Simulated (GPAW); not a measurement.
**Cu L₃-edge XANES of YCu (Pm-3m)**

Aim: the dependence of the Cu L₃ near-edge features of YCu (Pm-3m) on volume.

Method: X-ray absorption from dipole matrix elements to empty bands, plane-wave PAW LDA, in GPAW 26.7.0.

**1. The starting structure**

It takes space group Pm-3m (No. 221, cubic). The conventional cell has a = 3.458 Å, b = 3.458 Å, c = 3.458 Å, α = 90.00°, β = 90.00°, γ = 90.00°. Nearest to Y lie 8 Cu at 2.99 Å. Nearest to Cu lie 8 Y at 2.99 Å. Farther neighbours are not listed.

As a file:

```cif
data_structure
_symmetry_space_group_name_H-M 'Pm-3m'
_symmetry_Int_Tables_number 221
_cell_length_a 3.4581
_cell_length_b 3.4581
_cell_length_c 3.4581
_cell_angle_alpha 90.000
_cell_angle_beta 90.000
_cell_angle_gamma 90.000
_cell_volume 41.35
loop_
_atom_site_label
_atom_site_type_symbol
_atom_site_symmetry_multiplicity
_atom_site_Wyckoff_symbol
_atom_site_fract_x
_atom_site_fract_y
_atom_site_fract_z
_atom_site_occupancy
Y1 Y 1 a 0.00000 0.00000 0.00000 1
Cu1 Cu 1 b 0.50000 0.50000 0.50000 1
```

**2. The field without a hole**

A plain self-consistent run shows whether there is a gap, which decides the set-up of the core-hole run.

The input, scf.py:

```python
import numpy as np
from ase import Atoms
from ase.parallel import parprint, paropen
from gpaw import GPAW, PW, FermiDirac, Mixer, MixerDif, setup_paths
from gpaw.test import gen
setup_paths.insert(0, '.')
gen('Cu', name='nch2p', xcname='LDA', corehole=(2, 1, 0), write_xml=True)
from gpaw.mpi import world
world.barrier()

atoms = Atoms('YCu',
    cell=[[3.45811539, 0, 0],
     [0, 3.45811539, 0],
     [0, 0, 3.45811539]],
    scaled_positions=[[0, 0, 0],
     [0.5, 0.5, 0.5]],
    pbc=True)
atoms.calc = calc = GPAW(legacy_gpaw=True, mode=PW(430), xc='LDA', setups={1: 'nch2p'},
    kpts={'size': (7, 7, 7), 'gamma': True}, occupations=FermiDirac(0.05),
    charge=0, mixer=Mixer(0.1, 5, 50), maxiter=150,
    convergence={'density': 0.0001}, txt='scf.txt')
energy = atoms.get_potential_energy() + calc.get_reference_energy()
ef = calc.get_fermi_level()
out = dict(energy=energy, fermi=ef, forces=atoms.get_forces().tolist())
parprint(f'all-electron energy {energy:.4f} eV, Fermi level {ef:.4f} eV')
ev = np.array([[calc.get_eigenvalues(k, s) for k in range(len(calc.get_ibz_k_points()))] for s in range(calc.get_number_of_spins())])
out['homo'], out['lumo'], out['counts'] = ev[ev < ef].max(), ev[ev > ef].min(), sorted(set((ev < ef).sum((0, 2)).tolist()))
out['filled'] = (ev[:, 0] < ef).sum(1).tolist()
import json
with paropen('out.json', 'w') as f:
    json.dump(out, f)
```

On the command line:

```sh
$ OMP_NUM_THREADS=1 mpirun -n 2 gpaw python scf.py
```

Numbers of over 12 decimals in the logs are rounded to 6 here.

The log of the run:

```text
Input parameters:
  convergence: {density: 0.0001}
  kpts: {gamma: True,
         size: (7, 7, 7)}
  maxiter: 150
  mixer: {backend: pulay,
          beta: 0.1,
          method: separate,
          nmaxold: 5,
          weight: 50}
  mode: {ecut: 430.0,
         name: pw}
  occupations: {fixmagmom: False,
                name: fermi-dirac,
                width: 0.05}
  setups: {1: nch2p}

Initialize ...

[... PAW data sets ...]

Reference energy: -136938.983476  # eV

Spin-paired calculation

[... convergence settings ...]
Symmetries present (total): 48
  [... symmetry matrices ...]

343 k-points: 7 x 7 x 7 Monkhorst-Pack grid
20 k-points in the irreducible part of the Brillouin zone
       k-points in crystal coordinates                weights
   0:     0.00000000    0.00000000    0.00000000          1/343
   1:     0.14285714    0.00000000    0.00000000          6/343
   2:     0.14285714    0.14285714    0.00000000         12/343
   3:     0.14285714    0.14285714    0.14285714          8/343
   4:     0.28571429    0.00000000    0.00000000          6/343
   5:     0.28571429    0.14285714    0.00000000         24/343
   6:     0.28571429    0.14285714    0.14285714         24/343
   7:     0.28571429    0.28571429    0.00000000         12/343
   8:     0.28571429    0.28571429    0.14285714         24/343
   9:     0.28571429    0.28571429    0.28571429          8/343
          ...
  19:     0.42857143    0.42857143    0.42857143          8/343

Wave functions: Plane wave expansion
  Cutoff energy: 430.000 eV
  Number of coefficients (min, max): 820, 861
  Pulay-stress correction: 0.000000 eV/Ang^3 (de/decut=0.000000)
  Using FFTW library
  Wavefunction extrapolation:
    Improved wavefunction reuse through dual PAW basis

Occupation numbers: Fermi-Dirac:
  width: 0.0500  # eV

Eigensolver
   Davidson(niter=2)

Densities:
  Coarse grid: 18*18*18 grid
  Fine grid: 36*36*36 grid
  Total Charge: 0.000000

Density mixing:
  Method: separate
  Backend: pulay
  Linear mixing parameter: 0.1
  old densities: 5
  Width of damping distribution: 1.1
  Damping of long wavelength oscillations: 50

[... Hamiltonian set-up ...]
Number of atoms: 2
Number of atomic orbitals: 22
Number of bands in calculation: 18
Number of valence electrons: 22
Bands to converge: occupied

... initialized

Initializing position-dependent things.

Density initialized from atomic densities
Creating initial wave functions:
  18 bands from LCAO basis set

Positions:
   0 Y      0.000000    0.000000    0.000000    ( 0.0000,  0.0000,  0.0000)
   1 Cu     1.729058    1.729058    1.729058    ( 0.0000,  0.0000,  0.0000)

Unit cell:
           periodic     x           y           z      points  spacing
  1. axis:    yes    3.458115    0.000000    0.000000    18     0.1921
  2. axis:    yes    0.000000    3.458115    0.000000    18     0.1921
  3. axis:    yes    0.000000    0.000000    3.458115    18     0.1921

  Lengths:   3.458115   3.458115   3.458115
  Angles:   90.000000  90.000000  90.000000

Effective grid spacing dv^(1/3) = 0.1921

iter:   1   -12.416282
iter:   2   -10.423818   -0.74  -1.13
iter:   3   -10.354686   -2.16  -1.47
iter:   4   -10.234966   -1.89  -1.55
iter:   5   -10.244695   -2.33  -1.99
iter:   6   -10.229411   -2.85  -2.33
iter:   7   -10.227897   -3.63  -2.87
iter:   8   -10.227835c  -5.72  -3.24
iter:   9   -10.227929c  -4.64  -3.33
iter:  10   -10.227993c  -3.96  -3.12
iter:  11   -10.227789c  -4.77  -3.31
iter:  12   -10.227783c  -6.07  -4.26c
iter:  13   -10.227784c  -7.81c -4.37c

Converged after 13 iterations.

Dipole moment: (0.000000, -0.000000, 0.000000) |e|*Ang

Energy contributions relative to reference atoms: (reference = -136938.983476)

Kinetic:        -14.771111
Potential:      +11.963285
External:        +0.000000
XC:              -7.344191
Entropy (-ST):   -0.018272
Local:           -0.066631
SIC:             +0.000000
--------------------------
Free energy:    -10.236920
Extrapolated:   -10.227784

Showing only first 2 kpts
 Kpt  Band  Eigenvalues  Occupancy
  0     9      4.39973    2.00000
  0    10      7.77700    0.00020
  0    11      7.77700    0.00020
  0    12     12.07348    0.00000

  1     9      4.41510    2.00000
  1    10      7.75819    0.00029
  1    11      7.76825    0.00024
  1    12     10.96462    0.00000

Fermi level: 7.31687

No gap
No difference between direct/indirect transitions

Forces in eV/Ang:
  0 Y     0.00000    0.00000    0.00000
  1 Cu    0.00000    0.00000    0.00000
Scalar-relativistic atomic LDA calculation for Cu (Copper, Z=29)
Core hole in 2p state (2p occupation: 6.0)
600 radial gridpoints.
|------------------------------------------------|
|------------------------------------------------|
[... the atom generator's iteration count ...]

Energy contributions:
-------------------------
Kinetic:    +1675.285700
XC:           -64.895881
Potential:  -3262.312180
-------------------------
Total:      -1651.922361

state      eigenvalue         ekin         rmax
-----------------------------------------------
1s^2.0 :  -324.467727   418.664247        0.034
2s^2.0 :   -38.956231    78.634526        0.197
2p^6.0 :   -33.679353    76.825479        0.158
3s^2.0 :    -4.193271    17.288793        0.614
3p^6.0 :    -2.647366    15.189343        0.619
3d^10.0:    -0.195673     9.285239        0.600
4s^1.0 :    -0.178486     1.169252        2.257
4p^0.0 :    -0.028757     0.396770        3.504
-----------------------------------------------
(units: Bohr and Hartree)

Generating PAW setup
Kinetic energy of the core from tauc = 1596.294566
Cutoffs:
rc(s)=2.200
rc(p)=2.200
rc(d)=2.000
rc(vbar)=1.800
rc(comp)=2.000
rc(nct)=2.200

Kinetic energy of the core states: 1581.264061
Charge: 0.0
Core electrons: 18.0
Valence electrons: 11.0
Pseudo-core charge: 0.387458
Shape function alpha=2.500
Pseudo-electron charge 4.216968
state    eigenvalue         norm
--------------------------------
4s(1) :    -0.178486     1.057125
*s    :     0.821514
4p(0) :    -0.028757     1.001617
*p    :     0.971243
3d(10):    -0.195673     0.277238
*d    :     0.804327
--------------------------------

Diagonalizing with gridspacing h=0.050

state   all-electron     PAW
-------------------------------
4s:      -0.178486    -0.178572
4p:      -0.028757    -0.028678
3d:      -0.195673    -0.196155
*f:                    0.071609
-------------------------------
all-electron energy -136949.2113 eV, Fermi level 7.3169 eV
```

Wall time 6.6 s (2 MPI ranks of Arm Neoverse V2, shared host); peak memory 0.17 GiB; 13 s of CPU time.

The mesh shows no gap, so the system is treated as a metal and the core electron is put at the Fermi level (neutral cell).

**3. Reference energy of the supercell**

The photon energy needs a difference of total energies, so the cell and mesh of the coming hole run are first run without a hole.

Edit scf.py of step 2 so:

```diff
@@ -10,11 +10,17 @@
 
-atoms = Atoms('YCu',
-    cell=[[3.45811539, 0, 0],
-     [0, 3.45811539, 0],
-     [0, 0, 3.45811539]],
+atoms = Atoms('Y4Cu4',
+    cell=[[3.45811539, 3.45811539, 3.45811539],
+     [-3.45811539, 3.45811539, -3.45811539],
+     [-3.45811539, -3.45811539, 3.45811539]],
     scaled_positions=[[0, 0, 0],
-     [0.5, 0.5, 0.5]],
+     [0, 0.5, 0.5],
+     [0.5, 0, 0.5],
+     [0.5, 0.5, 0],
+     [0.5, 0, 0],
+     [0.5, 0.5, 0.5],
+     [0, 0, 0.5],
+     [0, 0.5, 0]],
     pbc=True)
-atoms.calc = calc = GPAW(legacy_gpaw=True, mode=PW(430), xc='LDA', setups={1: 'nch2p'},
-    kpts={'size': (7, 7, 7), 'gamma': True}, occupations=FermiDirac(0.05),
+atoms.calc = calc = GPAW(legacy_gpaw=True, mode=PW(430), xc='LDA', setups={4: 'nch2p'},
+    kpts={'size': (5, 5, 5), 'gamma': True}, occupations=FermiDirac(0.1),
     charge=0, mixer=Mixer(0.1, 5, 50), maxiter=150,
```

The log of the run:

```text
Input parameters:
  convergence: {density: 0.0001}
  kpts: {gamma: True,
         size: (5, 5, 5)}
  maxiter: 150
  mixer: {backend: pulay,
          beta: 0.1,
          method: separate,
          nmaxold: 5,
          weight: 50}
  mode: {ecut: 430.0,
         name: pw}
  occupations: {fixmagmom: False,
                name: fermi-dirac,
                width: 0.1}
  setups: {4: nch2p}

Initialize ...

[...]
*s    :     0.821514
4p(0) :    -0.028757     1.001617
*p    :     0.971243
3d(10):    -0.195673     0.277238
*d    :     0.804327
--------------------------------

Diagonalizing with gridspacing h=0.050

state   all-electron     PAW
-------------------------------
4s:      -0.178486    -0.178572
4p:      -0.028757    -0.028678
3d:      -0.195673    -0.196155
*f:                    0.071609
-------------------------------
all-electron energy -547796.9671 eV, Fermi level 7.2903 eV
[key lines of the parts left out:]
Converged after 17 iterations.
Dipole moment: (0.000000, 0.000000, 0.000000) |e|*Ang
Free energy:    -41.120025
Fermi level: 7.29027
```

Elapsed: 52 s, on 2 MPI ranks; peak memory 0.28 GiB; 1.7 min of CPU time.

Reference energy: -547796.967 eV with the cores included.

(Continued in part 2 of 3.)

[Banner, clock and machine lines of the logs are left out without a mark of their own.]

[Logs are printed without paths, hosts, clocks, repeated set-up lines and the standing remarks that a program may print on its own settings, such as how far it seeks lower states.]

[Hosts, paths, dates, database ids (printed as entryN), source tags and the programs' standing remarks are cut or masked in the printed files.]

[Lists of maxima count a maximum above −3 eV only where it reaches 4 % of the highest in the window and stands out from its surroundings by 2 % of it (1.5 % where it reaches 55 %); shoulders and weaker maxima are passed over, and of the rest the first, up to two pre-edge ones and the few strongest are named.]
